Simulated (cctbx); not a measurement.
# Accept or mend?

Cell a = 6.6610 Å, b = 6.6610 Å, c = 9.5450 Å, α = 90.00°, β = 90.00°, γ = 90.00°; space group I4mm (no. 107).

The data are simulated with cctbx, not measured: Mo Kα, λ = 0.71073 Å, to d = 0.77 Å, 50 % of the full sphere, strongest reflection 40000 counts, noise from counting, a 1.5 % proportional error and a noise floor of 8 counts (s.d.); no absorption, and some extinction, which the refinements don't model.

An anisotropic refinement with weights 1/σ² prints:

```text
Rint 0.016, 305 unique reflections to 0.77 A
cycle     R1     wR2    GooF  max shift (A)
   1  0.0595  0.1692   9.899   0.00535
   3  0.0272  0.0794   4.646   0.00008
final R1 0.0272 wR2 0.0794 GooF 4.646  parameters 20  data/parameter 15.2
atom        x        y        z      Ueq    occ   su(xyz)  su(Uiso or U11)
Bi1    0.00000  0.00000  0.46396   0.0139  1.000  0.00010  0.0004
Cd1    0.50000  0.50000  0.48119  -0.0008  1.000  0.00022  0.0005  NPD
Fe1    0.00000  0.50000  0.25033   0.0108  1.000  0.00031  0.0013
S1     0.00000  0.50000  0.00681   0.0120  1.000  0.00053  0.0023
S2     0.24195  0.24195  0.26772   0.0244  1.000  0.00049  0.0015
difference map: max 3.24 min -1.25 rms 0.28
Q1    0.0000  0.0000  0.9482    2    3.29  0.32 A from Cd1
Q2    0.0000  0.0000  0.4547    2    1.73  0.09 A from Bi1
Q3    0.0000  0.0000  0.1296    2    0.52  1.42 A from Cd1
Q4    0.0000  0.2208  0.9422    8    0.48  1.52 A from Cd1
Q5    0.0000  0.0801  0.3290    8    0.46  1.39 A from Bi1
Q6    0.1492  0.2469  0.7351   16    0.45  0.79 A from S2
```

**Question.** Can this result stand? If not, what is the likely fault?

Mend it. The fault: wrong element: Cd1 is Ba. Against the right model at the same level, R1 goes from 0.0076 to 0.0272 and GooF from 0.98 to 4.65, U of Cd1 shrinks from 0.0088 to -0.0008 Å², the top difference peak, 3.3 e/Å³, lies on Cd1 and Cd1 goes non-positive-definite. Cd1 has 8 electrons too few and its U shrinks to make up, as expected.

The compound is BaFe2BiS6. The right model at the same level gives:

```text
Rint 0.016, 305 unique reflections to 0.77 A
cycle     R1     wR2    GooF  max shift (A)
   1  0.0129  0.0295   1.727   0.00311
   2  0.0076  0.0167   0.979   0.00001
final R1 0.0076 wR2 0.0167 GooF 0.979  parameters 20  data/parameter 15.2
atom        x        y        z      Ueq    occ   su(xyz)  su(Uiso or U11)
Bi1    0.00000  0.00000  0.46394   0.0122  1.000  0.00003  0.0001
Ba1    0.50000  0.50000  0.48137   0.0088  1.000  0.00005  0.0001
Fe1    0.00000  0.50000  0.25002   0.0099  1.000  0.00007  0.0003
S1     0.00000  0.50000  0.00700   0.0104  1.000  0.00011  0.0005
S2     0.24238  0.24238  0.26754   0.0238  1.000  0.00010  0.0003
Flack x: -0.010(3)
Hooft y: -0.001(4)  Bijvoet pairs: 137
difference map: max 0.30 min -0.39 rms 0.07
Q1    0.0000  0.3179  0.7286    8    0.33  1.23 A from Fe1
Q2    0.0000  0.2688  0.3055    8    0.28  1.63 A from Fe1
Q3    0.0000  0.2880  0.1549    8    0.20  1.68 A from Fe1
Q4    0.0896  0.2158  0.0201   16    0.18  1.60 A from Ba1
Q5    0.0000  0.1023  0.1261    8    0.18  1.54 A from Ba1
Q6    0.0000  0.2663  0.6206    8    0.17  1.90 A from S1
```

This is a model crystal, built by substitution and not relaxed, with assumed displacement parameters.

[Middle refinement cycles are left out of these outputs.]

[Logs are printed without paths, hosts, clocks, repeated set-up lines and the standing remarks that a program may print on its own settings, such as how far it seeks lower states.]
